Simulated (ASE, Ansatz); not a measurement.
# Convergence of a linear-scaling basis for (14,0) 1T-TaS2 nanotube (84 atoms)

Wanted: errors and times of a linear-scaling basis for (14,0) 1T-TaS2 nanotube (84 atoms). A setting counts as converged where the r.m.s. difference of forces stays under 1 % of the r.m.s. force.

Calculated with Ansatz 0.2.0; Kohn-Sham DFT, PBE+D4, PAW (set soft_2), plane waves.

## (1) The structure

The cell holds 84 atoms: 28 Ta and 56 S. Cell: a = 27.033 Å, b = 27.033 Å, c = 5.820 Å, α = 90.0°, β = 90.0°, γ = 90.0°. It derives from TaS2 (1T-TaS2). 1T-TaS2 sheet (a = 3.36 Å) rolled into a (14,0) tube of diameter 14.97 Å, 1 period, 9 Å of vacuum; not relaxed, displaced by a Gaussian of 0.02 Å. Vacuum lies along a and b. The structure repeats along c.

What the set-up can't give: The cell is under 6 Å thick along one periodic direction, so every atom has periodic images of itself close by, which move with it and show among its neighbours and in g(r). Beside vacuum, support functions can miss their usual error bounds without a warning. Sampling is at Γ alone, for a cell whose periodic width is 6 Å. Spin–orbit coupling is left out, which matters for the levels of the heavy elements.

## (2) Plane-wave single point

This run is the reference for what follows, at a cutoff of 420 eV.

Contents of input.yaml:

```yaml
crystal:
  lattice:
    - [27.0333, 0.0, 0.0]
    - [0.0, 27.0333, 0.0]
    - [0.0, 0.0, 5.81969]
  atoms:
    - { symbol: Ta, position: [0.77751, 0.50071, 0.00343] }
    - { symbol: S, position: [0.83424, 0.5009, 0.33383] }
    - { symbol: S, position: [0.71425, 0.54823, 0.1615] }
    - { symbol: Ta, position: [0.75053, 0.61907, 0.0093] }
    - { symbol: S, position: [0.79872, 0.64551, 0.33164] }
    - { symbol: S, position: [0.67164, 0.63842, 0.16806] }
    - { symbol: Ta, position: [0.7709, 0.56188, 0.48702] }
    - { symbol: S, position: [0.82477, 0.57393, 0.83955] }
    - { symbol: S, position: [0.69895, 0.59573, 0.66057] }
    - { symbol: Ta, position: [0.67252, 0.71595, 0.99594] }
    - { symbol: S, position: [0.70885, 0.7608, 0.33264] }
    - { symbol: S, position: [0.59446, 0.69764, 0.16802] }
    - { symbol: Ta, position: [0.71648, 0.67223, 0.49402] }
    - { symbol: S, position: [0.76096, 0.70917, 0.83203] }
    - { symbol: S, position: [0.63693, 0.67316, 0.66449] }
    - { symbol: Ta, position: [0.56121, 0.77109, 0.00266] }
    - { symbol: S, position: [0.57489, 0.82481, 0.33567] }
    - { symbol: S, position: [0.50119, 0.71874, 0.16654] }
    - { symbol: Ta, position: [0.62056, 0.74861, 0.50251] }
    - { symbol: S, position: [0.64568, 0.79957, 0.83211] }
    - { symbol: S, position: [0.54839, 0.71546, 0.66602] }
    - { symbol: Ta, position: [0.43989, 0.77075, 0.99962] }
    - { symbol: S, position: [0.42437, 0.82502, 0.32797] }
    - { symbol: S, position: [0.40309, 0.69796, 0.16421] }
    - { symbol: Ta, position: [0.49961, 0.77697, 0.49959] }
    - { symbol: S, position: [0.50003, 0.83375, 0.83614] }
    - { symbol: S, position: [0.45198, 0.71564, 0.66688] }
    - { symbol: Ta, position: [0.32737, 0.71521, 0.00353] }
    - { symbol: S, position: [0.29325, 0.75942, 0.32966] }
    - { symbol: S, position: [0.32812, 0.63761, 0.16293] }
    - { symbol: Ta, position: [0.37988, 0.75039, 0.49985] }
    - { symbol: S, position: [0.35427, 0.80074, 0.83376] }
    - { symbol: S, position: [0.36226, 0.67313, 0.66265] }
    - { symbol: Ta, position: [0.24951, 0.61933, 0.99865] }
    - { symbol: S, position: [0.20131, 0.64491, 0.33491] }
    - { symbol: S, position: [0.28452, 0.54881, 0.16967] }
    - { symbol: Ta, position: [0.28335, 0.6729, 0.50185] }
    - { symbol: S, position: [0.23975, 0.70658, 0.83933] }
    - { symbol: S, position: [0.30124, 0.59295, 0.66223] }
    - { symbol: Ta, position: [0.22331, 0.50074, 0.9983] }
    - { symbol: S, position: [0.16571, 0.49975, 0.33089] }
    - { symbol: S, position: [0.28584, 0.45016, 0.17153] }
    - { symbol: Ta, position: [0.22998, 0.56118, 0.49904] }
    - { symbol: S, position: [0.17398, 0.57509, 0.83233] }
    - { symbol: S, position: [0.27936, 0.49937, 0.66926] }
    - { symbol: Ta, position: [0.25061, 0.37958, 0.00262] }
    - { symbol: S, position: [0.2005, 0.35536, 0.33585] }
    - { symbol: S, position: [0.32764, 0.36181, 0.16965] }
    - { symbol: Ta, position: [0.23043, 0.43754, 0.50086] }
    - { symbol: S, position: [0.17465, 0.42565, 0.83053] }
    - { symbol: S, position: [0.30175, 0.40526, 0.66481] }
    - { symbol: Ta, position: [0.32918, 0.28247, 0.00732] }
    - { symbol: S, position: [0.29207, 0.23902, 0.33747] }
    - { symbol: S, position: [0.40478, 0.3025, 0.16962] }
    - { symbol: Ta, position: [0.28365, 0.32625, 0.49818] }
    - { symbol: S, position: [0.23776, 0.29243, 0.83282] }
    - { symbol: S, position: [0.36202, 0.32701, 0.66132] }
    - { symbol: Ta, position: [0.43816, 0.23061, 0.00511] }
    - { symbol: S, position: [0.42642, 0.17581, 0.33576] }
    - { symbol: S, position: [0.49929, 0.28073, 0.16403] }
    - { symbol: Ta, position: [0.38021, 0.25069, 0.50124] }
    - { symbol: S, position: [0.35386, 0.2002, 0.83557] }
    - { symbol: S, position: [0.45122, 0.28557, 0.66219] }
    - { symbol: Ta, position: [0.56216, 0.23037, 0.00853] }
    - { symbol: S, position: [0.57446, 0.17533, 0.33896] }
    - { symbol: S, position: [0.59585, 0.30049, 0.16462] }
    - { symbol: Ta, position: [0.50017, 0.2232, 0.49983] }
    - { symbol: S, position: [0.49951, 0.16489, 0.82886] }
    - { symbol: S, position: [0.54916, 0.28531, 0.66322] }
    - { symbol: Ta, position: [0.67295, 0.28249, 0.00511] }
    - { symbol: S, position: [0.7067, 0.23878, 0.3312] }
    - { symbol: S, position: [0.67097, 0.36289, 0.16366] }
    - { symbol: Ta, position: [0.61968, 0.25053, 0.49683] }
    - { symbol: S, position: [0.64537, 0.19992, 0.8351] }
    - { symbol: S, position: [0.63718, 0.32629, 0.66754] }
    - { symbol: Ta, position: [0.74976, 0.37902, 0.00739] }
    - { symbol: S, position: [0.80067, 0.35508, 0.32816] }
    - { symbol: S, position: [0.71451, 0.45098, 0.16208] }
    - { symbol: Ta, position: [0.71683, 0.3268, 0.49826] }
    - { symbol: S, position: [0.76005, 0.29383, 0.83546] }
    - { symbol: S, position: [0.69888, 0.40453, 0.6667] }
    - { symbol: Ta, position: [0.76843, 0.43922, 0.5063] }
    - { symbol: S, position: [0.82509, 0.42645, 0.83615] }
    - { symbol: S, position: [0.72045, 0.50026, 0.66526] }
kpoints:
  mp_grid: { grid: [1, 1, 1] }
hamiltonian:
  xc: pbe
  dispersion: d4
scf:
  occupations: { method: gaussian, width: 0.05 }
output:
  forces: true
  populations: true
  dos:
    method: { smearing: { sigma: 0.15 } }
    de: 0.1
    projected: { site_lists: { S: [S], Ta: [Ta] } }
  eigenvalues: true
  write_density: true
  write_potential: true
  volumetric_format: npy
```

Run with:

```console
$ ansatz run input.yaml --threads 8 --pin off --max-ram 15872MiB --backend cpu --events-out ev --progress --plain --runs-dir out
```

Numbers of over 12 decimals in the logs are rounded to 6 here.

Log:

```text
Engine: ansatz 0.2.0, aarch64-unknown-linux-gnu
Pseudopotentials: kind: paw
Pseudopotential: Ta, paw, valence charge 13, recommended cutoff 420 eV (normal), Ta.paw.azcp
Pseudopotential: S, paw, valence charge 6, recommended cutoff 420 eV (normal), S.paw.azcp
[... 5 lines on functional and potentials left out ...]
Crystal: 84 atoms, lattice volume = 4253.025 Å³
Basis set: ecut = 420 eV, 83163 PW (Γ), exchange–correlation on 384×384×80 points (8 copies of the dense FFT grid, shifted against one another)
Bands: 434, of which v1, the nominal top of the filled ones, is band 350 counted from 1 (349 counted from 0)
Symmetry: 1 space group operations
Space group: P1 (ITA 1), of the structure as read, at distance tolerance 1.6e-4 Å
k-points: 1
[... 5 lines on functional and potentials left out ...]
Initial density: superposition of atomic densities (neutral atoms: chi_scale 0, normalization atom), corrected by the library's trained network
Initial wavefunctions: pseudopotential atomic-orbital guess
Functional: x = pbe(κ = 0.804, μ = 0.219515), c = pbe(β = 0.066725)
SCF iter   1: F=—  HF=-328694.455861 eV  |F-HF|=—  |Δ(HF+E_count)|=         —  Δρ=5.45e-3  dr2=3.34e0  ethr=1.77e-3  ⟨swp⟩=8.0  Hψ=1996  notcnv=0  defer=4
preconditioner: auto → LDOS  [metal: Δε(μ)=0.021 eV  Ē_g=7.899 eV  σ=0.050 eV  W_gap=0.23  n_scr=594 (ndim 8)  ℏωp=12.4 eV  f_vac=0.590  D(μ)=149.29/eV (n_scr^D=1152)  β→1.0]
SCF iter   2: F=—  HF=-328694.204862 eV  |F-HF|=—  |Δ(HF+E_count)|=   2.51e-1  Δρ=3.42e-3  dr2=2.21e0  ethr=4.78e-4  ⟨swp⟩=3.0  Hψ=845  notcnv=0  defer=62
SCF iter   3: F=—  HF=-328694.157666 eV  |F-HF|=—  |Δ(HF+E_count)|=   4.72e-2  Δρ=1.62e-3  dr2=3.21e-1  ethr=3.15e-4  ⟨swp⟩=1.0  Hψ=372  notcnv=0  defer=62
SCF iter   4: F=—  HF=-328694.146172 eV  |F-HF|=—  |Δ(HF+E_count)|=   1.15e-2  Δρ=1.08e-3  dr2=1.46e-1  ethr=4.58e-5  ⟨swp⟩=2.0  Hψ=490  notcnv=0  defer=62
SCF iter   5: F=—  HF=-328694.139871 eV  |F-HF|=—  |Δ(HF+E_count)|=   6.30e-3  Δρ=6.50e-4  dr2=5.40e-2  ethr=2.09e-5  ⟨swp⟩=2.0  Hψ=554  notcnv=0  defer=62
SCF iter   6: F=—  HF=-328694.136941 eV  |F-HF|=—  |Δ(HF+E_count)|=   2.93e-3  Δρ=3.53e-4  dr2=1.55e-2  ethr=7.72e-6  ⟨swp⟩=2.0  Hψ=614  notcnv=0  defer=62
SCF iter   7: F=—  HF=-328694.136341 eV  |F-HF|=—  |Δ(HF+E_count)|=   6.00e-4  Δρ=1.62e-4  dr2=2.85e-3  ethr=2.21e-6  ⟨swp⟩=2.0  Hψ=383  notcnv=0  defer=62
SCF iter   8: F=—  HF=-328694.136336 eV  |F-HF|=—  |Δ(HF+E_count)|=   4.70e-6  Δρ=9.92e-5  dr2=1.37e-3  ethr=4.07e-7  ⟨swp⟩=2.0  Hψ=498  notcnv=0  defer=62
SCF iter   9: F=—  HF=-328694.136369 eV  |F-HF|=—  |Δ(HF+E_count)|=   3.29e-5  Δρ=6.27e-5  dr2=4.56e-4  ethr=1.96e-7  ⟨swp⟩=1.0  Hψ=372  notcnv=0  defer=62
SCF iter  10: F=—  HF=-328694.136371 eV  |F-HF|=—  |Δ(HF+E_count)|=   1.77e-6  Δρ=3.52e-5  dr2=1.31e-4  ethr=6.52e-8  ⟨swp⟩=2.0  Hψ=498  notcnv=0  defer=62
SCF iter  11: F=—  HF=-328694.136375 eV  |F-HF|=—  |Δ(HF+E_count)|=   4.34e-6  Δρ=2.21e-5  dr2=5.90e-5  ethr=1.87e-8  ⟨swp⟩=2.0  Hψ=559  notcnv=0  defer=62
SCF iter  12: F=—  HF=-328694.138513 eV  |F-HF|=—  |Δ(HF+E_count)|=   2.14e-3  Δρ=1.21e-5  dr2=1.68e-5  ethr=8.43e-9  ⟨swp⟩=1.0  Hψ=434  notcnv=0  defer=62
SCF iter  13: F=—  HF=-328694.138514 eV  |F-HF|=—  |Δ(HF+E_count)|=   1.68e-6  Δρ=7.81e-6  dr2=7.75e-6  ethr=2.40e-9  ⟨swp⟩=2.0  Hψ=615  notcnv=0  defer=62
SCF iter  14: F=—  HF=-328694.138515 eV  |F-HF|=—  |Δ(HF+E_count)|=   7.20e-7  Δρ=4.30e-6  dr2=2.94e-6  ethr=1.11e-9  ⟨swp⟩=2.0  Hψ=388  notcnv=0  defer=62
SCF iter  15: F=—  HF=-328694.138515 eV  |F-HF|=—  |Δ(HF+E_count)|=   1.94e-7  Δρ=2.76e-6  dr2=9.81e-7  ethr=4.20e-10  ⟨swp⟩=2.0  Hψ=381  notcnv=0  defer=62
SCF iter  16: F=—  HF=-328694.138515 eV  |F-HF|=—  |Δ(HF+E_count)|=   1.34e-7  Δρ=1.81e-6  dr2=3.72e-7  ethr=1.40e-10  ⟨swp⟩=2.0  Hψ=500  notcnv=0  defer=62
SCF iter  17: F=—  HF=-328694.138516 eV  |F-HF|=—  |Δ(HF+E_count)|=   7.33e-8  Δρ=1.28e-6  dr2=2.23e-7  ethr=5.31e-11  ⟨swp⟩=2.0  Hψ=553  notcnv=0  defer=62
SCF iter  18: F=-328694.138516 eV  HF=-328694.138516 eV  |F-HF|=7.22e-9  |Δ(HF+E_count)|=   3.39e-8  Δρ=7.24e-7  dr2=6.78e-8  ethr=1.43e-11  ⟨swp⟩=28.0  Hψ=5048  notcnv=0
SCF 1 converged in 18 iterations: F = -328694.138516 eV  dr2 = 6.78e-8
  greatest PAW one-centre occupation: 0.999 electrons in one spin orbital (limit 2), on the Ta atom at site 27 (counted from 0), in its partial waves of l = 0
WARN: The output density's exchange-correlation potential varies sharply where the density is thin. Do not read a vacuum level from v_tot or v_xc, or from such a field of the output density. On a cell that repeats whose density bears no net charge and no dipole along the vacuum's axis use v_es (v_loc + v_h of the components); [...]
SCF converged after 18 iterations
Free energy (F): -328694.138516 eV
Harris-Foulkes:  -328694.138516 eV  (|F-HF|=7.22e-9)
Internal energy: -328693.907966 eV  (E = F + TS)
E sigma→0 (E₀):  -328694.023241 eV
Entropy (-TS):   -0.230549 eV (-2.745 meV/atom)
Fermi energy:    1.145102 eV
--- Per-component energies (eV) ---
  E_band       = -12045.925219
  E_kinetic    = 16346.520946
  E_local      = -364174.210396  (includes V_loc(G=0)·N_el)
  E_nonlocal   = 2011.910689
  E_hartree    = 173939.735911
  E_xc         = -11590.179040
  E_vxc        = -10655.113093  (∫ρ·V_xc dr)
  E_paw        = -268732.525691  (= ΣΔE_a)
  E_vpaw       = -3454.513016  (= ΣTr[D̂ρ^β])
  E_aug_tail   = 0.004264  (compensation charges beyond the density's cutoff)
  E_ewald      = 123525.611969
  E_disp       = -20.776619  (pairwise vdW)
  E_smearing   = -0.230549  (= −TS)
  E_closure    = 0.000000  (closes the sum)
  Σ components = -328694.138516   (vs F -328694.138516, Δ=0.00e0)
--- Forces (eV/Å), atoms counted from 1 ---
  atom   1  Ta     1.72192048    -0.21622727    -0.84218301
  atom   2  S     -0.64172830    -0.17929694    -0.03233934
  atom   3  S     -0.15088084     0.46767512     0.60879200
  atom   4  Ta     0.87098758     0.93690498    -0.76123649
  atom   5  S      0.20621245    -0.12351634     0.25717905
  atom   6  S      0.21325586    -0.72448960     0.36291158
  atom   7  Ta     0.99249373     0.27756790    -0.39243721
  atom   8  S     -0.65342279    -0.03217758    -0.30478641
  atom   9  S      0.00607193     0.05342743     0.62113098
  atom  10  Ta     0.95956924     1.61707139    -0.93559530
  atom  11  S     -0.78494146    -0.71673180    -0.17269320
  atom  12  S      0.26225819     0.37253561     0.49334635
  atom  13  Ta     1.28902264     1.22884344     0.24328161
  atom  14  S     -0.67948458    -0.71645436    -0.02616510
[...]
atom  83  S     -0.54633547    -0.00463239    -0.31973325
  atom  84  S     -0.07416339     0.25937149     0.46000764
  max |Σ_I F_I| component: 4.49e-5 eV/Å
--- Band table (eV) ---
  k-point 0: bands = ["-67.8317", "-67.8142", "-67.8132", "-67.8098", [... 418 levels ...], "4.1207", "4.1267", "4.1594", "4.2079", "4.2794", "4.3045", "4.3159", "4.3513", "4.3626", "4.3860", "4.4146", "4.4328"]
--- Löwdin populations: 84 sites ---
  site symbol       q [e]
     0     Ta     12.4514
     1      S      6.2581
     2      S      6.0297
[...]
83      S      6.0652
  spilling = 0.008864 (of n_electrons = 700.000000)
```

It took 53 s on 8 threads of Arm Neoverse V2, shared host; peak memory 5.1 GiB.

Reading the cycles: dr2 is the Hartree energy of the density residual (eV), the measure of convergence; HF is the Harris–Foulkes estimate of the energy, which meets the free energy F at convergence.

The program notes that the exchange-correlation potential is rough where the density is thin.

Read from the output:

- free energy: -328694.1385 eV
- free energy per atom: -3913.0255 eV/atom
- SCF cycles: 18
- r.m.s. force component: 0.6898 eV/Å
- longest force: 2.257 eV/Å
- Fermi energy: 1.145 eV
- levels partly filled by over 2 per cent: 12
- spilling of the projection: 0.008864

Length of the force by element:

| element | coordination | atoms | mean length of the force (eV/Å) | spread | least | most |
| --- | --- | --- | --- | --- | --- | --- |
| S | all | 56 | 0.701 | 0.251 | 0.254 | 1.36 |
| Ta | all | 28 | 1.75 | 0.342 | 1.10 | 2.26 |

Löwdin charges by element (they lack the spilled electrons, 0.074 e an atom on average):

| element | coordination | atoms | mean charge (e) | spread | least | most |
| --- | --- | --- | --- | --- | --- | --- |
| S | all | 56 | -0.167 | 0.0954 | -0.300 | -0.0296 |
| Ta | all | 28 | 0.556 | 0.0118 | 0.534 | 0.575 |

Density of states as counts of states in windows of 1 eV (from the Fermi level), total and the larger projections:

| from (eV) | to (eV) | total | S p | Ta d | S s |
| --- | --- | --- | --- | --- | --- |
| -14 | -13 | 57.9 | 1.4 | 6.7 | 46.7 |
| -13 | -12 | 19.5 | 0.2 | 2.3 | 16.7 |
| -12 | -9 | 0.0 | 0.0 | 0.0 | 0.0 |
| -9 | -8 | 0.3 | 0.2 | 0.1 | 0.0 |
| -8 | -7 | 31.4 | 21.8 | 6.3 | 0.5 |
| -7 | -6 | 31.1 | 20.1 | 7.6 | 1.1 |
| -6 | -5 | 39.9 | 25.6 | 10.1 | 1.5 |
| -5 | -4 | 85.6 | 54.4 | 26.1 | 2.1 |
| -4 | -3 | 93.2 | 68.5 | 17.7 | 4.0 |
| -3 | -2 | 40.1 | 31.1 | 6.8 | 1.0 |
| -2 | -1 | 14.2 | 9.8 | 3.7 | 0.2 |
| -1 | 0 | 30.4 | 9.3 | 19.6 | 0.1 |
| 0 | 1 | 59.8 | 18.6 | 38.0 | 0.2 |
| 1 | 2 | 42.3 | 10.4 | 29.4 | 0.2 |

Between -26 and -14 eV lie 35 more states.

About 222 of the 700 electrons lie in deeper levels, below the stored range.

The levels nearest the highest filled one (over half full), pooled over k-points and spins:

| level less the highest filled one (eV) | occupation |
| --- | --- |
| -0.0956 | 2.00 |
| -0.053 | 1.94 |
| -0.0314 | 1.79 |
| -0.0192 | 1.64 |
| -0.0084 | 1.45 |
| 0 | 1.29 |
| 0.0137 | 0.984 |
| 0.0172 | 0.905 |
| 0.0221 | 0.796 |
| 0.0322 | 0.586 |
| 0.0455 | 0.357 |
| 0.056 | 0.223 |

Valence density in the cb plane at fractional x = 0.286, with atoms of S and Ta within 0.2 Å of it. It is the smooth field of the valence electrons, not physical close to the nuclei.

Values in e/Å³, 24 rows by 16 columns, each cell a mean:
```
0.0 0.0 0.0 0.0 0.0 0.0 0.0 0.0 0.0 0.0 0.0 0.0 0.0 0.0 0.0 0.0
0.0 0.0 0.0 0.0 0.0 0.0 0.0 0.0 0.0 0.0 0.0 0.0 0.0 0.0 0.0 0.0
0.0 0.0 0.0 0.0 0.0 0.0 0.0 0.0 0.0 0.0 0.0 0.0 0.0 0.0 0.0 0.0
0.0 0.0 0.0 0.0 0.0 0.0 0.0 0.0 0.0 0.0 0.0 0.0 0.0 0.0 0.0 0.0
0.0 0.0 0.0 0.1 0.2 0.2 0.2 0.1 0.0 0.0 0.0 0.0 0.0 0.0 0.0 0.0
0.1 0.1 0.3 0.7 1.0 0.8 1.0 0.8 0.3 0.1 0.0 0.0 0.0 0.0 0.1 0.1
0.3 0.3 0.3 0.4 0.6 0.7 0.7 0.6 0.4 0.2 0.1 0.2 0.2 0.3 0.3 0.3
0.2 0.2 0.2 0.2 0.2 0.5 1.9 3.6 3.6 3.1 1.1 0.3 0.2 0.3 0.3 0.3
0.5 0.5 0.5 0.4 0.3 0.3 0.8 1.7 2.0 1.5 0.7 0.4 0.3 0.2 0.2 0.3
0.5 0.5 0.5 0.4 0.2 0.1 0.1 0.3 0.6 1.0 1.1 1.1 0.9 0.5 0.3 0.4
0.6 1.0 0.8 0.8 0.9 0.6 0.3 0.2 0.3 0.6 0.7 0.6 0.4 0.2 0.1 0.2
0.3 0.6 0.7 0.7 0.5 0.3 0.1 0.2 0.5 0.8 0.8 0.8 0.8 0.4 0.2 0.2
0.4 0.7 0.8 0.7 0.7 0.4 0.2 0.2 0.4 0.7 0.8 0.8 0.7 0.4 0.2 0.2
0.5 0.9 0.8 0.8 0.9 0.5 0.3 0.2 0.4 0.7 0.8 0.7 0.5 0.3 0.2 0.2
0.6 0.6 0.5 0.4 0.2 0.2 0.1 0.2 0.6 1.0 1.0 1.0 0.9 0.5 0.4 0.5
0.4 0.4 0.4 0.4 0.3 0.4 1.3 2.4 2.6 2.0 0.8 0.3 0.2 0.2 0.2 0.3
0.2 0.2 0.2 0.2 0.2 0.5 1.7 3.0 3.1 2.5 0.9 0.3 0.2 0.3 0.3 0.3
0.2 0.2 0.3 0.5 0.7 0.8 0.8 0.6 0.3 0.2 0.1 0.1 0.1 0.2 0.2 0.2
0.1 0.1 0.3 0.6 0.9 0.8 0.9 0.8 0.3 0.1 0.0 0.0 0.0 0.0 0.0 0.0
0.0 0.0 0.0 0.1 0.1 0.1 0.1 0.1 0.0 0.0 0.0 0.0 0.0 0.0 0.0 0.0
0.0 0.0 0.0 0.0 0.0 0.0 0.0 0.0 0.0 0.0 0.0 0.0 0.0 0.0 0.0 0.0
0.0 0.0 0.0 0.0 0.0 0.0 0.0 0.0 0.0 0.0 0.0 0.0 0.0 0.0 0.0 0.0
0.0 0.0 0.0 0.0 0.0 0.0 0.0 0.0 0.0 0.0 0.0 0.0 0.0 0.0 0.0 0.0
0.0 0.0 0.0 0.0 0.0 0.0 0.0 0.0 0.0 0.0 0.0 0.0 0.0 0.0 0.0 0.0
```
Columns run along c (5.8 Å), rows up along b (27.0 Å). Atoms in or near the plane, at fractional coordinates: S at (0.33, 0.76), S at (0.17, 0.55), Ta at (0.50, 0.67), S at (0.17, 0.45), S at (0.67, 0.50), S at (0.34, 0.24), Ta at (0.50, 0.33).

Electrostatic potential energy in the cb plane at fractional x = 0.286, with atoms of S and Ta within 0.2 Å of it. With pseudopotentials it is smooth inside the atoms' cores, unlike the true potential.

Ten even steps from '_' (-37 eV) to '@' (6 eV), each cell a mean:
```
@@@@@@@@@@@@@@@@@@@@@@@@@@@@@@@@
@@@@@@@@@@@@@@@@@@@@@@@@@@@@@@@@
@@@@@@@@@@@@@@@@@@@@@@@@@@@@@@@@
@@@@@@@@@@@@@@@@@@@@@@@@@@@@@@@@
@@@@@@@@@@%%@@@@@@@@@@@@@@@@@@@@
@@@@%%++......==%%@@@@@@@@@@@@@@
####%%##**++++**##%%%%@@@@%%%%##
%%%%%%%%%%**..______--##%%%%%%%%
**####%%%%##++------++##%%%%####
**####%%%%@@@@%%##--__..==####**
**::....::##%%%%%%##++**##%%@@%%
%%**====**%%@@@@##--::::==##@@@@
%%++----++%%@@@@##==----++%%@@@@
##--::::--##%%%%%%**==++##%%@@%%
++**##%%%%@@@@%%##--..::==####**
######%%%%**--::..::++##%%%%%%##
%%%%%%%%%%**::____..==##%%%%%%%%
##%%%%##++====**%%%%@@@@@@%%%%##
@@@@%%**::::::==%%@@@@@@@@@@@@@@
@@@@@@@@@@@@@@@@@@@@@@@@@@@@@@@@
@@@@@@@@@@@@@@@@@@@@@@@@@@@@@@@@
@@@@@@@@@@@@@@@@@@@@@@@@@@@@@@@@
@@@@@@@@@@@@@@@@@@@@@@@@@@@@@@@@
@@@@@@@@@@@@@@@@@@@@@@@@@@@@@@@@
```
Columns run along c (5.8 Å; values clipped at the 3rd and 97th percentile), rows up along b (27.0 Å). Atoms in or near the plane, at fractional coordinates: S at (0.33, 0.76), S at (0.17, 0.55), Ta at (0.50, 0.67), S at (0.17, 0.45), S at (0.67, 0.50), S at (0.34, 0.24), Ta at (0.50, 0.33).

Mean Löwdin charges: S -0.17, Ta +0.56 e (they miss 0.89 % of the electrons, so they add up to more than the cell's charge). Within 0.4 eV of the Fermi level the largest share is Ta d (71 % of the projected weight).

(Part 1 of 2 ends here.)

[Logs are printed without paths, hosts, clocks, repeated set-up lines and the standing remarks that a program may print on its own settings, such as how far it seeks lower states.]

[Hosts, paths, dates, database ids (printed as entryN), source tags and the programs' standing remarks are cut or masked in the printed files.]
